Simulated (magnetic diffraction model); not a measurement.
**Tm2Ge4Rh3 below its ordering temperature**

Space group Cmce (no. 64), a = 6.0400 Å, b = 14.3840 Å, c = 7.5520 Å.

| site | atom | x | y | z |
| --- | --- | --- | --- | --- |
| 8f | Tm | 1/2 | 0.8843 | 0.0868 |
| 8e | Rh | 1/4 | 0.7167 | 1/4 |
| 4a | Rh | 1/2 | 0 | 1/2 |
| 8f | Ge | 1/2 | 0.8163 | 0.4533 |
| 8e | Ge | 1/4 | 0.5510 | 1/4 |

The compound is invented for this exercise: a known structure type with other elements, its cell scaled to their sizes and not relaxed.

Only Tm is taken to order (form factors of Tm3+); orders and moment sizes are assumed, and not adapted to the symmetry. Radiation: neutrons of λ = 4.2 Å, 3° to 90°; isotropic B of 0.3 Å² (Tm), 0.33 Å² (Rh) and 0.41 Å² (Ge). The intensities are simulated: I ∝ L Σ (|F_N|² + |F_M⊥|²) for unpolarised neutrons, with F_M = 2.695 fm/μB × Σ f(s) S exp(2πi Q·r) exp(−B s²) at Q = H ± k (one set where k and −k are equivalent), only the part normal to Q counting and L = 1/(sin²θ cos θ). For collinear order S is the moment m, which repeats by lattice and centring translations R with the sign exp(−2πi k·R). Form factors are spin-only for 3d ions and dipole or tabulated for f ions, scattering lengths are Sears's of 1992, and absorption is left out. A label names one of the reflections at its angle. The strongest nuclear line in the range is 100, and lines under 0.2 are left out.

Above the ordering temperature:

| 2θ (°) | index | I |
| --- | --- | --- |
| 33.95 | (0 2 0) | 2.5 |
| 47.56 | (0 2 1) | 31.2 |
| 55.88 | (1 1 1) | 33.9 |
| 67.58 | (0 0 2) | 2.7 |
| 71.46 | (0 4 0) | 5.6 |
| 77.30 | (1 3 1) | 8.8 |
| 77.83 | (0 2 2) | 24.9 |
| 80.60 | (0 4 1) | 100.0 |
| 88.11 | (2 0 0) | 31.8 |

Below it (cell unchanged):

```
2θ (°)       I
 27.10  2025.6
 33.95     2.5
 36.39   200.7
 47.56    31.2
 50.62    28.0
 54.48   340.2
 55.88    33.9
 60.28   258.7
 66.00   426.2
 67.58     2.7
 67.75    53.2
 71.02   150.9
 71.25   102.8
 71.46     5.6
 77.30     8.8
 77.83    24.9
 80.60   100.0
 81.32    32.9
 84.41   173.7
 86.02    77.3
 87.84    33.1
 88.11    31.8
 89.30   161.8
```

**Question.** Check that the new lines index with k = (1/2 1/2 1/2), then choose among these models:
A. collinear moments along [101], 5.6 μB on Tm; signs + at (1/2, 0.8843, 0.0868), + at (0, 0.6157, 0.9132), − at (1/2, 0.6157, 0.5868), − at (0, 0.8843, 0.4132)
B. collinear moments along [101], 5.6 μB on Tm; signs + at (1/2, 0.8843, 0.0868), + at (0, 0.6157, 0.9132), + at (1/2, 0.6157, 0.5868), + at (0, 0.8843, 0.4132)
C. collinear moments along [010], 5.6 μB on Tm; signs + at (1/2, 0.8843, 0.0868), + at (0, 0.6157, 0.9132), − at (1/2, 0.6157, 0.5868), − at (0, 0.8843, 0.4132)
D. collinear moments along [010], 5.6 μB on Tm; signs + at (1/2, 0.8843, 0.0868), + at (0, 0.6157, 0.9132), + at (1/2, 0.6157, 0.5868), + at (0, 0.8843, 0.4132)

The new lines index as (1/2 1/2 1/2) at 27.10°, (1/2 -3/2 1/2) at 36.39°, (1/2 5/2 1/2) at 50.62° and (1/2 1/2 3/2) at 54.48°, that is as H ± k with k = (1/2 1/2 1/2), one of 2 inequivalent arms of its star (k and −k counted as one), which a powder can't tell apart. Half indices mean that the moments reverse under translations with k·R a half-integer, and the magnetic cell has twice the primitive volume.

Magnetic intensity, observed (below minus above) and for each model:

| 2θ (°) | index | observed | A | B | C | D |
| --- | --- | --- | --- | --- | --- | --- |
| 27.10 | (1/2 1/2 1/2) | 2025.6 | 2221.9 | 337.2 | 2025.6 | 2025.6 |
| 36.39 | (1/2 -3/2 1/2) | 200.7 | 352.2 | 246.7 | 200.7 | 200.7 |
| 54.48 | (1/2 1/2 3/2) | 340.2 | 68.2 | 237.1 | 340.2 | 340.2 |
| 60.28 | (1/2 -3/2 3/2) | 258.7 | 225.2 | 114.9 | 258.7 | 258.7 |
| 66.00 | (3/2 -1/2 1/2) | 426.2 | 160.4 | 362.7 | 426.2 | 426.2 |
| 67.75 | (1/2 -7/2 1/2) | 53.2 | 332.0 | 284.9 | 53.2 | 53.2 |
| 84.41 | (3/2 -1/2 3/2) | 173.7 | 152.4 | 33.9 | 173.7 | 173.7 |
| 87.84 | (1/2 9/2 1/2) | 33.1 | 321.5 | 290.1 | 33.1 | 33.1 |

Models C and D match alike on every line, so these data can't choose among them (such ties are often domains of one structure).

The structure used: k = (1/2 1/2 1/2), collinear moments along [010], 5.6 μB on Tm; signs + at (1/2, 0.8843, 0.0868), + at (0, 0.6157, 0.9132), − at (1/2, 0.6157, 0.5868), − at (0, 0.8843, 0.4132).

[Logs are printed without paths, hosts, clocks, repeated set-up lines and the standing remarks that a program may print on its own settings, such as how far it seeks lower states.]
